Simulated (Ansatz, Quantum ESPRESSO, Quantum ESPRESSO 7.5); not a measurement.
## H-SiSi-F chair, 1 layer: biaxial strain by an ASE script

How do the band edges of H-SiSi-F chair, 1 layer move against the vacuum when the sheet is stretched?

Method: plane-wave DFT, PBE, GBRV ultrasoft pseudopotentials (geometry by Ansatz 0.2.0 with PAW datasets; geometry under PBE), in Quantum ESPRESSO 7.5.

Report form: the programs' logs are mostly left out.

### Step 1. The starting structure

The cell holds 4 atoms: 1 F, 2 Si and 1 H. Its edges and angles: a = 3.663 Å, b = 3.663 Å, c = 18.840 Å, α = 90.0°, β = 90.0°, γ = 120.0°. Vacuum lies along c.

This sheet is a model structure: its symmetry is held, and its stability is not tested here.

### Step 2. Geometry from Ansatz

The geometry comes first, from a plane-wave PAW code, so that the later runs on this slab share one structure.

Contents of input.yaml:

```yaml
crystal:
  lattice:
    - [3.663, 0.0, 0.0]
    - [-1.8315, 3.1722510541, 0.0]
    - [0.0, 0.0, 18.84]
  atoms:
    - { symbol: F, position: [0.6666666667, 0.3333333333, 0.398089172] }
    - { symbol: Si, position: [0.6666666667, 0.3333333333, 0.4872611465] }
    - { symbol: Si, position: [0.3333333333, 0.6666666667, 0.5265392781] }
    - { symbol: H, position: [0.3333333333, 0.6666666667, 0.601910828] }
kpoints:
  mp_grid: { grid: [12, 12, 1] }
hamiltonian:
  xc: pbe
scf:
  occupations: { method: fermi_dirac, width: 0.05 }
  convergence: { dr2_threshold: 1.0e-08 }
efield:
  axis: 3
  dipole_correction: true
  ramp_position: 0.97
  ramp_width: 0.04
relax:
  f_tol: 0.01
  cell: { fix: [c, alpha, beta] }
output:
  write_potential: true
  write_density: true
  volumetric_format: npy
```

Run with:

```
> ansatz run input.yaml --threads 2 --pin off --max-ram 4096MiB --backend cpu --events-out ev --progress --plain --runs-dir out
```

Wall time 11 s (2 threads of AMD EPYC 9R45, shared host); peak memory 0.51 GiB.

Relaxation path:

```
step  energy less that of the first step (eV)  largest force component (eV/Å)  pressure (GPa)  volume (Å³)
   1                                   0.0000                          2.3678            2.52       218.92
   2                                  -0.3301                          1.3013            0.68       237.51
   3                                  -0.3906                          0.2209            0.03       246.38
   4                                  -0.3914                          0.0226           -0.01       247.79
   5                                  -0.3914                          0.0194           -0.03       247.69
   6                                  -0.3914                          0.0005           -0.02       247.74
  7*                                  -0.4228                          0.0081            0.17       247.74
   8                                  -0.4242                          0.0200            0.04       250.40
   9                                  -0.4239                          0.0408           -0.01       251.15
  10                                  -0.4240                          0.0003            0.00       251.10
 11*                                  -0.4255                          0.0002            0.00       251.10
```

Relaxation steps marked * repeat the geometry before them on a plane-wave basis chosen anew for their cell, so energy and pressure can jump there.

```
cell as run  before  after  change
      a (Å)   3.663  3.923  +7.1 %
      b (Å)   3.663  3.923  +7.1 %
```

The atoms that moved most (Å, along periodic axes as changes of fractional coordinates times the final cell, across vacuum about the mean position):

```
atom     dx     dy      dz  length
 Si3  0.000  0.000  -0.053   0.053
  F1  0.000  0.000   0.040   0.040
  H4  0.000  0.000   0.031   0.031
 Si2  0.000  0.000  -0.018   0.018
```

The relaxed structure:

```xyz
4
Lattice="3.9230 0.0000 0.0000 -1.9615 3.3974 0.0000 0.0000 0.0000 18.8400" Properties=species:S:1:pos:R:3
F     1.9615    1.1325    7.5400
Si    1.9615    1.1325    9.1621
Si    0.0000    2.2649    9.8669
H     0.0000    2.2649   11.3711
```

This step gave:

- free energy: -2096.4597 eV
- Fermi energy: -2.710 eV
- gap by band count: 1.640 eV
- symmetry operations: 6
- dipole along the normal: 0.1402 e·Å
- vacuum level at the upper face over a Fermi level inside the gap: 4.059 eV
- vacuum level at the lower face over a Fermi level inside the gap: 5.963 eV

### Step 3. Running the series

Under ESM bc1 levels count from the vacuum, or from the mean of the two vacuum levels where the sheet has a dipole, so band edges at unlike strains can be compared.

Level of this step: plane-wave DFT, PBE, GBRV ultrasoft pseudopotentials (Quantum ESPRESSO 7.5).

Contents of run.py:

```python
import json
import numpy as np
from ase import Atoms
from ase.calculators.espresso import Espresso, EspressoProfile

profile = EspressoProfile(command='mpirun -n 2 pw.x -nk 2', pseudo_dir='../pseudo')
pseudopotentials = {'F': 'f_pbe_v1.4.uspp.F.UPF', 'H': 'h_pbe_v1.4.uspp.F.UPF', 'Si': 'si_pbe_v1.uspp.F.UPF'}
system = {'ecutwfc': 40, 'ecutrho': 200, 'occupations': 'smearing', 'smearing': 'fd', 'degauss': 0.002}


def calculator(name, kpts, **extra):
    data = dict(control=dict(tprnfor=True, verbosity='high', disk_io='none'),
                system=system | extra,
                electrons=dict(conv_thr=1e-09, mixing_beta=0.4, mixing_mode='plain',
                               electron_maxstep=100))
    return Espresso(profile=profile, directory=name, pseudopotentials=pseudopotentials, kpts=kpts, input_data=data)


def centre(atoms):
    z = atoms.positions[:, 2]
    atoms.positions[:, 2] -= (z.max() + z.min()) / 2  # ESM wants the slab about z = 0
    return atoms

sheet = Atoms(
    ['F', 'Si', 'Si', 'H'],
    scaled_positions=[
        [0.6666666667, 0.3333333333, 0.4002121293],
        [0.6666666667, 0.3333333333, 0.4863098886],
        [0.3333333333, 0.6666666667, 0.5237192567],
        [0.3333333333, 0.6666666667, 0.6035591500]],
    cell=[
        [3.922964895261, 0.000000000000, 0.000000000000],
        [-1.961482447631, 3.397387257451, 0.000000000000],
        [0.000000000000, 0.000000000000, 18.840000000000]],
    pbc=True)

rows = []
for strain in [-0.03, -0.015, 0.0, 0.015, 0.03]:
    atoms = sheet.copy()
    atoms.set_cell(sheet.cell.array * [[1 + strain], [1 + strain], [1]], scale_atoms=True)
    atoms = centre(atoms)
    atoms.calc = calculator(f's{strain:+.3f}', (12, 12, 1), assume_isolated='esm', esm_bc='bc1', nbnd=12)
    energy = atoms.get_potential_energy()
    levels = np.array([atoms.calc.get_eigenvalues(kpt=i) for i in range(len(atoms.calc.get_ibz_k_points()))])
    top, bottom = levels[:, 7].max(), levels[:, 8].min()
    direct = (levels[:, 8] - levels[:, 7]).min()
    rows.append([strain, energy, top, bottom, direct])
    print(f'strain {strain:+.3f}: E = {energy:.5f} eV, valence top {top:.3f}, conduction bottom {bottom:.3f}, '
          f'gap {bottom - top:.3f}, least direct gap {direct:.3f} eV')

x, energy, top, bottom, direct = np.array(rows).T
area = np.linalg.norm(np.cross(*sheet.cell[:2]))
stiffness = np.polyfit(x, energy, 2)[0] / area * 16.0218  # C11 + C12, heights clamped
print(f'valence and conduction edges move by {np.polyfit(x, top, 1)[0]:.2f} and {np.polyfit(x, bottom, 1)[0]:.2f} eV per unit biaxial strain')
print(f'C11 + C12 with clamped heights: {stiffness:.1f} N/m')
json.dump(dict(rows=rows, stiffness=stiffness), open('result.json', 'w'))
```

Run with:

```
> OMP_NUM_THREADS=1 python run.py
```

Run time: 1.7 min. Hardware: 2 MPI ranks; peak memory 0.52 GiB; 3.3 min of CPU time.

This step gave:

| Property | Result |
| --- | --- |
| biaxial stiffness | 78.71 N/m |

Table of band edge from the vacuum level by biaxial strain:

```
biaxial strain (%)  valence top (eV)  conduction bottom (eV)
             -3.00             -5.83                   -4.17
             -1.50             -5.86                   -4.19
              0.00             -5.89                   -4.24
              1.50             -5.90                   -4.32
              3.00             -5.91                   -4.41
```

Gap against biaxial strain:

```
biaxial strain (%)  on the mesh (eV)  least direct (eV)
             -3.00              1.66               1.66
             -1.50              1.67               1.67
              0.00              1.65               1.65
              1.50              1.59               1.59
              3.00              1.50               1.50
```

Energy over the lowest against biaxial strain:

```
biaxial strain (%)  energy over the lowest (meV)
             -3.00                          63.0
             -1.50                          14.8
              0.00                             0
              1.50                          14.6
              3.00                          54.8
```

### Step 4. Running the series: RPBE, GBRV ultrasoft

Level of this step: plane-wave DFT, RPBE, GBRV ultrasoft pseudopotentials made under PBE (Quantum ESPRESSO 7.5). input_dft overrides the functional of the files.

run.py is the input of step 3 with these lines changed:

```diff
@@ -7,3 +7,3 @@
 pseudopotentials = {'F': 'f_pbe_v1.4.uspp.F.UPF', 'H': 'h_pbe_v1.4.uspp.F.UPF', 'Si': 'si_pbe_v1.uspp.F.UPF'}
-system = {'ecutwfc': 40, 'ecutrho': 200, 'occupations': 'smearing', 'smearing': 'fd', 'degauss': 0.002}
+system = {'ecutwfc': 40, 'ecutrho': 200, 'input_dft': 'rpbe', 'occupations': 'smearing', 'smearing': 'fd', 'degauss': 0.002}
```

Run with:

```
> OMP_NUM_THREADS=1 python run.py
```

Run time: 1.7 min. Hardware: 2 MPI ranks; peak memory 0.52 GiB; 3.3 min of CPU time.

Read from the output:

```
biaxial stiffness : 79.51 N/m
```

Band edge from the vacuum level against biaxial strain:

```
biaxial strain (%)  valence top (eV)  conduction bottom (eV)
             -3.00             -5.80                   -4.08
             -1.50             -5.83                   -4.10
              0.00             -5.85                   -4.15
              1.50             -5.87                   -4.22
              3.00             -5.88                   -4.32
```

The gap by biaxial strain:

```
biaxial strain (%)  on the mesh (eV)  least direct (eV)
             -3.00              1.72               1.72
             -1.50              1.73               1.73
              0.00              1.71               1.71
              1.50              1.65               1.65
              3.00              1.56               1.56
```

The energy over the lowest by biaxial strain:

```
biaxial strain (%)  energy over the lowest (meV)
             -3.00                          81.4
             -1.50                          23.8
              0.00                             0
              1.50                          5.83
              3.00                          37.6
```

### Step 5. The arithmetic

Under equal strain ε in the plane, E = A (C11 + C12) ε². From the points at ±1.5 %: d²E/dε² = (14.79 + 14.58 − 2 × 0.00) meV / 0.015² = 131 eV, and 131/(2 × 13.328 Å²) × 16.02 = 78 N/m.

### Step 6. Results

| Item | Value |
| --- | --- |
| C11 + C12, heights clamped, PBE, GBRV ultrasoft | 79 N/m |
| gap on the mesh at zero strain, PBE, GBRV ultrasoft | 1.65 eV |
| valence top below the mean of the two vacuum levels at zero strain, PBE, GBRV ultrasoft | 5.89 eV |
| shift of the valence top per unit biaxial strain, PBE, GBRV ultrasoft | -1.3 eV |
| shift of the conduction bottom per unit biaxial strain, PBE, GBRV ultrasoft | -4.0 eV |
| C11 + C12, heights clamped, RPBE, GBRV ultrasoft (made under PBE) | 80 N/m |
| gap on the mesh at zero strain, RPBE, GBRV ultrasoft (made under PBE) | 1.71 eV |
| valence top below the mean of the two vacuum levels at zero strain, RPBE, GBRV ultrasoft (made under PBE) | 5.85 eV |
| shift of the valence top per unit biaxial strain, RPBE, GBRV ultrasoft (made under PBE) | -1.3 eV |
| shift of the conduction bottom per unit biaxial strain, RPBE, GBRV ultrasoft (made under PBE) | -4.0 eV |

**Reading.** The sheet's biaxial stiffness comes to 79 N/m and its gap at zero strain to 1.65 eV (PBE, GBRV ultrasoft). From −3 % to +3 % the gap on the mesh goes from 1.66 to 1.50 eV; it is direct at every strain. Heights are clamped under strain, which makes a sheet with several atomic planes too stiff. Zero strain is the PBE cell; under RPBE the energy is lowest near +0.5 %, so its stiffness is taken away from its own minimum. Semilocal gaps are too small. The sheet carries a dipole, so the two faces have unlike vacuum levels and the zero lies between them.

[Logs are printed without paths, hosts, clocks, repeated set-up lines and the standing remarks that a program may print on its own settings, such as how far it seeks lower states.]

[Hosts, paths, dates, database ids (printed as entryN), source tags and the programs' standing remarks are cut or masked in the printed files.]

[Maps of the electrostatic potential energy from Ansatz leave out the sawtooth potential of an applied field or a dipole correction, so their vacuum need not be flat; planar profiles and work functions include it.]
